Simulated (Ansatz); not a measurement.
# TiO2 (Imma): G0W0 under other settings

A base run on TiO2 (Imma), then changed inputs.

Calculated with Ansatz 0.2.0; G0W0 on LDA, plane waves, PAW; PAW set soft_1.

## 1. The starting structure

It takes space group Imma (No. 74, orthorhombic). Conventional cell: a = 5.946 Å, b = 6.575 Å, c = 6.575 Å, α = 90.00°, β = 90.00°, γ = 90.00°. Nearest to Ti lie 6 O at 1.94 to 2.00 Å. Ti has 6 O at 1.96 to 2.00 Å nearest. Nearest to O lie 3 Ti at 1.94 to 2.00 Å. Nearest to O lie 3 Ti at 1.96 to 2.00 Å. Farther neighbours and most contacts between anions are not listed.

The cell and positions are those that the Materials Project relaxed with its own functionals (PBE, PBE+U or r2SCAN), kept fixed. This is not the form that TiO2 usually takes at ambient conditions.

## 2. The base run: 4×4×4 mesh, 291 empty bands, screening to 100 eV, PAW set soft_1 files

Now the one-shot GW correction: screening in the RPA, then the self-energy of the levels asked for. This step takes PAW set soft_1 files.

The input, input.yaml:

```yaml
crystal:
  lattice:
    - [-2.97316, 3.287369, 3.287402]
    - [2.97316, -3.287369, 3.287402]
    - [2.97316, 3.287369, -3.287402]
  atoms:
    - { symbol: Ti, position: [0.504755, 0.754755, 0.75] }
    - { symbol: Ti, position: [0.495245, 0.245245, 0.25] }
    - { symbol: Ti, position: [0.0, 0.0, 0.5] }
    - { symbol: Ti, position: [0.0, 0.5, 0.0] }
    - { symbol: O, position: [0.304919, 0.30477, 0.499851] }
    - { symbol: O, position: [0.195484, 0.250383, 0.945101] }
    - { symbol: O, position: [0.304919, 0.805068, 0.000149] }
    - { symbol: O, position: [0.805282, 0.250383, 0.554899] }
    - { symbol: O, position: [0.194718, 0.749617, 0.445101] }
    - { symbol: O, position: [0.804516, 0.749617, 0.054899] }
    - { symbol: O, position: [0.695081, 0.194932, 0.999851] }
    - { symbol: O, position: [0.695081, 0.69523, 0.500149] }
kpoints:
  mp_grid: { grid: [4, 4, 4] }
hamiltonian:
  xc: lda
  pseudopotentials: { kind: paw, azcp: { folder: soft_1 }, xc_functional: pbe }
scf:
  occupations: { method: fixed }
gw:
  n_empty_bands: 291
  ecut_chi: 100
  qp_bands: [v4, c4]
  qp_kpoints: band_edges
  screening: { model: contour_deformation }
```

On the command line:

```bash
$ ansatz run input.yaml --threads 2 --pin off --max-ram 92160MiB --backend cuda --events-out ev --progress --plain --runs-dir out --devices 1 --max-vram 13GiB
```

Numbers of over 12 decimals in the logs are rounded to 6 here.

What it wrote:

```text
GPUs: using 1 of 1 available (devices: 1).
Engine: ansatz 0.2.0, x86_64-unknown-linux-gnu
Pseudopotentials: kind: paw
Pseudopotential: Ti, paw, valence charge 12, recommended cutoff 420 eV (normal), soft_1/Ti.paw.azcp
Pseudopotential: O, paw, valence charge 6, recommended cutoff 420 eV (normal), soft_1/O.paw.azcp
Functional definition: SPW92
  exchange = slater_x
  correlation = pw_c
device memory: the entry about to start is reckoned to put 2.2 GiB on a device that reports 51.2 GiB free (of which the cap on the GPU budget leaves the run 13.0 GiB)
GPU FFT provider: cuFFT
GPU libraries: cuBLAS 13.8.2, cuFFT 12.4.0, cuSOLVER 12.3.4
Crystal: 12 atoms, lattice volume = 128.523 Å³
Basis set: ecut = 420 eV, 2497 PW (Γ)
Bands: 60, of which v1, the nominal top of the filled ones, is band 48 counted from 1 (47 counted from 0)
Symmetry: 8 space group operations
Space group: Imma (ITA 74), of the structure as read, at distance tolerance 5.0e-5 Å
k-points: 18 of 64
Non-local potential: Ti, projectors of the file, l = 0: 3, l = 1: 2, l = 2: 3, l = 3: 1
Non-local potential: O, projectors of the file, l = 0: 2, l = 1: 2, l = 2: 1
PAW form: soft (Blöchl's): semilocal exchange-correlation on the pseudo side does not see the compensation charge
PAW frozen core: Ti, regenerated for the run's functional, and the local potential with it (the file was generated under x = pbe(κ = 0.804, μ = 0.219515), c = pbe(β = 0.066725))
PAW frozen core: O, regenerated for the run's functional, and the local potential with it (the file was generated under x = pbe(κ = 0.804, μ = 0.219515), c = pbe(β = 0.066725))
PAW one-centre angular grid: Ti, 590 points (default); XC on 64 Gauss nodes
PAW one-centre angular grid: O, 110 points (default); XC on 64 Gauss nodes
Initial density: superposition of atomic densities (chi_scale 0.1, normalization cell, long waves kept (reshape's long-wave potential 0.00 eV rms))
Initial wavefunctions: pseudopotential atomic-orbital guess
GPU buffer pool allocated for 64000 grid points (all kernels)
GPU transforms: local potential and band sums: pruned to the plane-wave sphere, on 40×40×40
Functional: x = slater, c = lda
SCF iter   1: F=—  HF=-14260.882082 eV  |F-HF|=—  |Δ(HF+E_count)|=         —  Δρ=5.01e-2  dr2=2.94e0  ethr=3.10e-3  ⟨swp⟩=3.1  Hψ=3181  notcnv=0  defer=113
preconditioner: auto → Resta (q_TF=auto, 2.599 Å⁻¹)  ε∞=8.9  [insulator: Δε(μ)=1.805 eV  Ē_g=9.298 eV  n_scr=42 (ndim 8)  ℏωp=26.2 eV  f_vac=0.000  ε∞_Penn≈8.9]
SCF iter   2: F=—  HF=-14260.684251 eV  |F-HF|=—  |Δ(HF+E_count)|=   1.98e-1  Δρ=3.09e-2  dr2=9.99e-1  ethr=3.06e-3  ⟨swp⟩=3.0  Hψ=1909  notcnv=0  defer=112
SCF iter   3: F=—  HF=-14260.608751 eV  |F-HF|=—  |Δ(HF+E_count)|=   7.55e-2  Δρ=2.27e-2  dr2=6.99e-1  ethr=1.04e-3  ⟨swp⟩=2.0  Hψ=1495  notcnv=0  defer=130
[...]
NSCF: frozen V_eff on 1 k-points
SCF converged after 10 iterations
Free energy (F): -14260.482174 eV
Harris-Foulkes:  -14260.482174 eV  (|F-HF|=2.11e-8)
Internal energy: -14260.482174 eV  (E = F + TS)
E sigma→0 (E₀):  -14260.482174 eV
Fermi energy:    8.240641 eV
--- Per-component energies (eV) ---
  E_band       = -848.956087
  E_kinetic    = 2442.097493
  E_local      = -6499.974173  (includes V_loc(G=0)·N_el)
  E_nonlocal   = 676.919189
  E_hartree    = 2434.257801
  E_xc         = -1022.746438
  E_vxc        = -1303.008439  (∫ρ·V_xc dr)
  E_paw        = -5175.769179  (= ΣΔE_a)
  E_vpaw       = -1033.507007  (= ΣTr[D̂ρ^β])
  E_aug_tail   = 0.006073  (compensation charges beyond the density's cutoff)
  E_ewald      = -7117.352114
  E_core_change = 2.079174  (= ΣΔE_core)
  E_smearing   = -0.000000  (= −TS)
  E_closure    = 0.000000  (closes the sum)
  Σ components = -14260.482174   (vs F -14260.482174, Δ=0.00e0)
--- Band table (eV; the first three rows and the last of 18) ---
  k-point 0: bands = [... 44 lower, 7.5749, 7.8051, 7.8067, 8.2406, 9.9999, 10.2605, 10.5525, 10.6057, ... 8 higher]
  k-point 1: bands = [... 44 lower, 7.3480, 7.3961, 7.5038, 8.0317, 10.3631, 10.4515, 10.5057, 10.6958, ... 8 higher]
  k-point 2: bands = [... 44 lower, 7.0331, 7.0331, 7.6194, 7.6194, 10.3999, 10.3999, 10.7774, 10.7774, ... 8 higher]
  k-point 17: bands = [... 44 lower, 6.9856, 6.9882, 7.1823, 7.1864, 10.0299, 10.0382, 10.6492, 10.6512, ... 8 higher]
--- G₀W₀: contour deformation, 7 samples at zero and on the imaginary axis and 2 off it, 64 q-points, 291 empty bands' worth ---
  eigenvalues of the whole cell's RPA ε∞ on this k-mesh (on a slab, of 1 + 4πα/V) = 7.5475, 7.5628, 9.0857; static W/v taken at q = 0 is 0.124315
  bands read: the sum over 339 bands ends inside a degenerate multiplet in 2 slots, whose members it reads at an even weight; the widest, k=2: bands 339 to 340 (counted from 1) at 1/2 each
  gw.qp_kpoints: band_edges: 18 of 18 stored k-points solved, in 1 pass; an edge of the gap read off the rows below is read off those points alone
    ik  band        ε_KS         Σx   Σc(E_QP)       V_xc       Z   E_QP_lin       E_QP  E_QP is
     0    45      7.5749   -26.3119     4.5693   -21.7989  0.7200     7.6312     7.6313  root
     0    46      7.8051   -25.9419     4.4760   -21.5681  0.7146     7.9070     7.9072  root
     0    47      7.8067   -25.9474     4.4785   -21.5704  0.7147     7.9080     7.9082  root
     0    48      8.2406   -25.8502     4.5988   -21.3653  0.7032     8.3543     8.3546  root
     0    49      9.9999   -13.4009    -7.0087   -22.0281  0.7156    11.6930    11.6184  root
     0    50     10.2605   -13.3261    -6.7320   -21.5849  0.7169    11.8532    11.7872  root
     0    51     10.5525   -13.6377    -7.2185   -22.4035  0.6985    12.1779    12.0999  root
     0    52     10.6057   -13.7102    -7.3680   -22.6671  0.7010    12.2768    12.1947  root
[...]
17    49     10.0299   -13.5427    -6.8610   -22.0065  0.7175    11.7042    11.6327  root
    17    50     10.0382   -13.5482    -6.8585   -22.0105  0.7176    11.7135    11.6420  root
    17    51     10.6492   -13.7198    -7.5564   -22.9007  0.7000    12.3617    12.2737  root
    17    52     10.6512   -13.7249    -7.5461   -22.8944  0.7001    12.3624    12.2746  root
```

Wall time 49 s (1 × NVIDIA H100 80GB HBM3 (shared by 6 runs) with 2 threads of AMD EPYC 7R13 (Zen 3), shared host); peak memory 1.7 GiB.

Numbers from this step:

```
bands summed                                 : 339
RPA ε∞ on this mesh (eigenvalues)            : 7.548, 7.563, 9.086
plane waves in the screening matrix          : 297
q-points in the mesh                         : 64
G0W0 gap on the mesh                         : 3.212 eV
k of the valence top                         : 0, 0, 0
k of the conduction bottom                   : 0, -0.5, -0.5
starting gap on the mesh                     : 1.759 eV
Z at the valence top                         : 0.7032
Z at the conduction bottom                   : 0.7149
least direct G0W0 gap on the computed points : 3.264 eV
```

The gap on the mesh goes from 1.76 eV to 3.21 eV, a correction of +1.45 eV, though a band edge has moved to another state.

## 3. Variant: potentials

Other atomic data (norm-conserving) test the pseudisation: the cutoff goes from 420 to 1142.88 eV, with the same valence electrons.

This step: G0W0 on LDA, plane waves, norm-conserving pseudopotentials.

input.yaml, as its differences from that of step 2:

```diff
@@ -22,3 +22,3 @@
   xc: lda
-  pseudopotentials: { kind: paw, azcp: { folder: soft_1 }, xc_functional: pbe }
+  pseudopotentials: { kind: nc }
 scf:
```

What it wrote:

```text
GPUs: using 1 of 1 available (devices: 1).
[...]
GPU FFT provider: cuFFT
GPU libraries: cuBLAS 13.8.2, cuFFT 12.4.0, cuSOLVER 12.3.4
Crystal: 12 atoms, lattice volume = 128.523 Å³
Basis set: ecut = 1142.878222 eV, 11309 PW (Γ)
Bands: 60, of which v1, the nominal top of the filled ones, is band 48 counted from 1 (47 counted from 0)
Symmetry: 8 space group operations
[...]
k-points: 18 of 64
[...]
GPU buffer pool allocated for 262144 grid points (all kernels)
[...]
SCF iter   1: F=—  HF=-10074.450549 eV  |F-HF|=—  |Δ(HF+E_count)|=         —  Δρ=6.05e-2  dr2=4.03e0  ethr=3.10e-3  ⟨swp⟩=4.1  Hψ=3485  notcnv=0  defer=139
[...]
SCF iter  10: F=-10073.218546 eV  HF=-10073.218546 eV  |F-HF|=1.43e-9  |Δ(HF+E_count)|=   1.05e-7  Δρ=5.79e-6  dr2=1.79e-8  ethr=1.04e-10  ⟨swp⟩=9.3  Hψ=4305  notcnv=0
SCF 1 converged in 10 iterations: F = -10073.218546 eV  dr2 = 1.79e-8
[...]
0    45      7.6569   -26.0797     4.7171   -21.4026  0.7089     7.6969     7.6969  root
     0    46      7.8822   -26.0030     4.4922   -21.5964  0.7148     7.9677     7.9679  root
     0    47      7.8837   -26.0085     4.4945   -21.5989  0.7149     7.9685     7.9687  root
     0    48      8.3363   -25.9119     4.6090   -21.4012  0.7039     8.4344     8.4346  root
     0    49     10.1149   -13.3351    -6.9904   -21.9657  0.7169    11.8315    11.7551  root
     0    50     10.3703   -13.2710    -6.7103   -21.5262  0.7182    11.9821    11.9151  root
     0    51     10.6729   -13.5801    -7.2016   -22.3503  0.6998    12.3213    12.2414  root
     0    52     10.7281   -13.6507    -7.3365   -22.5950  0.7022    12.4196    12.3360  root
[...]
17    49     10.1436   -13.4779    -6.8419   -21.9433  0.7188    11.8400    11.7670  root
    17    50     10.1519   -13.4834    -6.8395   -21.9474  0.7189    11.8494    11.7763  root
    17    51     10.7741   -13.6599    -7.5360   -22.8428  0.7013    12.5113    12.4211  root
    17    52     10.7760   -13.6653    -7.5256   -22.8365  0.7014    12.5117    12.4217  root
[key lines of the parts left out:]
SCF converged after 10 iterations
Free energy (F): -10073.218546 eV
Fermi energy:    8.336339 eV
```

The job ended after 87 s (1 × NVIDIA H100 80GB HBM3 (shared by 6 runs) with 2 threads; peak memory 2.7 GiB; 2.3 min of CPU time).

The G0W0 gap on the mesh is 3.268 eV.

Against the base:

```
setting            base          variant
  files  PAW set soft_1  norm-conserving
```

```
                                    quantity  variant   base
                    starting gap on the mesh    1.779  1.759
                        G0W0 gap on the mesh    3.268  3.212
least direct G0W0 gap on the computed points    3.320  3.264
                        Z at the valence top    0.704  0.703
                  Z at the conduction bottom    0.716  0.715
```

## 4. Variant: potentials

This step: G0W0 on LDA, plane waves, PAW.

input.yaml, as its differences from that of step 3:

```diff
@@ -22,3 +22,3 @@
   xc: lda
-  pseudopotentials: { kind: nc }
+  pseudopotentials: { kind: paw, source: ansatz }
 scf:
```

What it wrote:

```text
GPUs: using 1 of 1 available (devices: 1).
[...]
GPU FFT provider: cuFFT
GPU libraries: cuBLAS 13.8.2, cuFFT 12.4.0, cuSOLVER 12.3.4
Crystal: 12 atoms, lattice volume = 128.523 Å³
Basis set: ecut = 930 eV, 8259 PW (Γ)
Bands: 60, of which v1, the nominal top of the filled ones, is band 48 counted from 1 (47 counted from 0)
Symmetry: 8 space group operations
[...]
k-points: 18 of 64
[...]
GPU buffer pool allocated for 262144 grid points (all kernels)
[...]
SCF iter   1: F=—  HF=-14265.794340 eV  |F-HF|=—  |Δ(HF+E_count)|=         —  Δρ=1.23e-1  dr2=2.26e1  ethr=3.10e-3  ⟨swp⟩=3.4  Hψ=3141  notcnv=0  defer=112
[...]
SCF iter  10: F=-14260.895830 eV  HF=-14260.895830 eV  |F-HF|=2.97e-9  |Δ(HF+E_count)|=   1.32e-7  Δρ=5.36e-6  dr2=3.43e-8  ethr=1.04e-10  ⟨swp⟩=10.2  Hψ=3909  notcnv=0
SCF 1 converged in 10 iterations: F = -14260.895830 eV  dr2 = 3.43e-8
[...]
0    45      7.5707   -26.0164     4.6983   -21.3633  0.7084     7.6159     7.6160  root
     0    46      7.7994   -25.9349     4.4666   -21.5598  0.7145     7.8908     7.8911  root
     0    47      7.8010   -25.9402     4.4690   -21.5621  0.7147     7.8918     7.8920  root
     0    48      8.2450   -25.8470     4.5856   -21.3653  0.7033     8.3487     8.3489  root
     0    49      9.9971   -13.3746    -7.0030   -21.9908  0.7159    11.6843    11.6103  root
     0    50     10.2582   -13.3029    -6.7272   -21.5504  0.7172    11.8437    11.7785  root
     0    51     10.5534   -13.6183    -7.2121   -22.3720  0.6988    12.1723    12.0950  root
     0    52     10.6064   -13.6858    -7.3591   -22.6275  0.7013    12.2702    12.1890  root
[...]
17    49     10.0269   -13.5166    -6.8551   -21.9689  0.7179    11.6947    11.6240  root
    17    50     10.0352   -13.5222    -6.8526   -21.9729  0.7179    11.7042    11.6333  root
    17    51     10.6510   -13.6956    -7.5509   -22.8653  0.7003    12.3571    12.2698  root
    17    52     10.6530   -13.7007    -7.5406   -22.8590  0.7004    12.3577    12.2707  root
[key lines of the parts left out:]
SCF converged after 10 iterations
Free energy (F): -14260.895830 eV
Fermi energy:    8.244995 eV
```

Elapsed: 58 s, on 1 × NVIDIA H100 80GB HBM3 (shared by 6 runs) with 2 threads; peak memory 2.4 GiB; 74 s of CPU time.

The G0W0 gap on the mesh is 3.210 eV.

Against the base:

```
setting            base   variant
  files  PAW set soft_1  hard PAW
```

```
                                    quantity  variant   base
                    starting gap on the mesh    1.752  1.759
                        G0W0 gap on the mesh    3.210  3.212
least direct G0W0 gap on the computed points    3.261  3.264
                        Z at the valence top    0.703  0.703
                  Z at the conduction bottom    0.715  0.715
```

## 5. Variant: frequency model

A plasmon pole stands in for the full frequency dependence of the screening; this run shows what that costs in accuracy.

This step: G0W0 on LDA, plane waves, PAW; PAW set soft_1.

input.yaml, as its differences from that of step 4:

```diff
@@ -22,3 +22,3 @@
   xc: lda
-  pseudopotentials: { kind: paw, source: ansatz }
+  pseudopotentials: { kind: paw, azcp: { folder: soft_1 }, xc_functional: pbe }
 scf:
@@ -30,2 +30,2 @@
   qp_kpoints: band_edges
-  screening: { model: contour_deformation }
+  screening: { model: godby_needs }
```

What it wrote:

```text
GPUs: using 1 of 1 available (devices: 1).
[...]
GPU FFT provider: cuFFT
GPU libraries: cuBLAS 13.8.2, cuFFT 12.4.0, cuSOLVER 12.3.4
Crystal: 12 atoms, lattice volume = 128.523 Å³
Basis set: ecut = 420 eV, 2497 PW (Γ)
Bands: 60, of which v1, the nominal top of the filled ones, is band 48 counted from 1 (47 counted from 0)
Symmetry: 8 space group operations
[...]
k-points: 18 of 64
[...]
GPU buffer pool allocated for 64000 grid points (all kernels)
[...]
SCF iter   1: F=—  HF=-14260.882082 eV  |F-HF|=—  |Δ(HF+E_count)|=         —  Δρ=5.01e-2  dr2=2.94e0  ethr=3.10e-3  ⟨swp⟩=3.1  Hψ=3181  notcnv=0  defer=113
[...]
SCF iter  10: F=-14260.482174 eV  HF=-14260.482174 eV  |F-HF|=2.11e-8  |Δ(HF+E_count)|=   2.46e-7  Δρ=5.45e-6  dr2=3.31e-8  ethr=1.04e-10  ⟨swp⟩=7.8  Hψ=3773  notcnv=0
SCF 1 converged in 10 iterations: F = -14260.482174 eV  dr2 = 3.31e-8
[...]
0    45      7.5749   -26.3119     4.6536   -21.7989  0.7710     7.7154     7.7156  root
     0    46      7.8051   -25.9419     4.5652   -21.5681  0.7684     7.9962     7.9964  root
     0    47      7.8067   -25.9474     4.5679   -21.5704  0.7684     7.9974     7.9976  root
     0    48      8.2406   -25.8502     4.6880   -21.3653  0.7620     8.4436     8.4439  root
     0    49      9.9999   -13.4009    -6.8760   -22.0281  0.7753    11.7699    11.7511  root
     0    50     10.2605   -13.3261    -6.5872   -21.5849  0.7778    11.9483    11.9321  root
     0    51     10.5525   -13.6377    -7.0205   -22.4035  0.7690    12.3149    12.2979  root
     0    52     10.6057   -13.7102    -7.1749   -22.6671  0.7698    12.4093    12.3878  root
[...]
17    49     10.0299   -13.5427    -6.7324   -22.0065  0.7763    11.7798    11.7613  root
    17    50     10.0382   -13.5482    -6.7301   -22.0105  0.7763    11.7891    11.7704  root
    17    51     10.6492   -13.7198    -7.3522   -22.9007  0.7694    12.4985    12.4779  root
    17    52     10.6512   -13.7249    -7.3441   -22.8944  0.7694    12.4988    12.4765  root
[key lines of the parts left out:]
SCF converged after 10 iterations
Free energy (F): -14260.482174 eV
Fermi energy:    8.240641 eV
```

Run time: 67 s. Hardware: 1 × NVIDIA H100 80GB HBM3 (shared by 6 runs) with 2 threads; peak memory 2.3 GiB; 1.8 min of CPU time.

The G0W0 gap on the mesh is 3.246 eV.

Against the base:

```
        setting                 base       variant
frequency model  contour deformation  plasmon pole
```

```
                                    quantity  variant   base
                    starting gap on the mesh    1.759  1.759
                        G0W0 gap on the mesh    3.246  3.212
least direct G0W0 gap on the computed points    3.307  3.264
                        Z at the valence top    0.762  0.703
                  Z at the conduction bottom    0.775  0.715
```

## 6. Summary of results

| Item | Value |
| --- | --- |
| base | 3.21 eV, 49 s |
| potentials | 3.27 eV, 87 s |
| potentials | 3.21 eV, 58 s |
| frequency model | 3.25 eV, 67 s |

In words: Potentials: the gap moves by +0.06 eV (the plane-wave cutoff goes from 420 to 1142.88 eV). Potentials: the gap moves by −0.002 eV (the plane-wave cutoff goes from 420 to 930 eV). Frequency model: the gap moves by +0.03 eV. All runs here use a coarse mesh and modest cutoffs; they test settings and are not final values.

[Paths, hosts, dates, memory and timing lines, banners, echoed tables and standing remarks are left out of the program output.]

[Logs are printed without paths, hosts, clocks, repeated set-up lines and the standing remarks that a program may print on its own settings, such as how far it seeks lower states.]

[Runs of the session that timed out or met a known fault of the program may be left out.]

[Cells called generated may have been cut or substituted from an entry of the Crystallography Open Database or the Materials Project.]

[Hosts, paths, dates, database ids (printed as entryN), source tags and the programs' standing remarks are cut or masked in the printed files.]
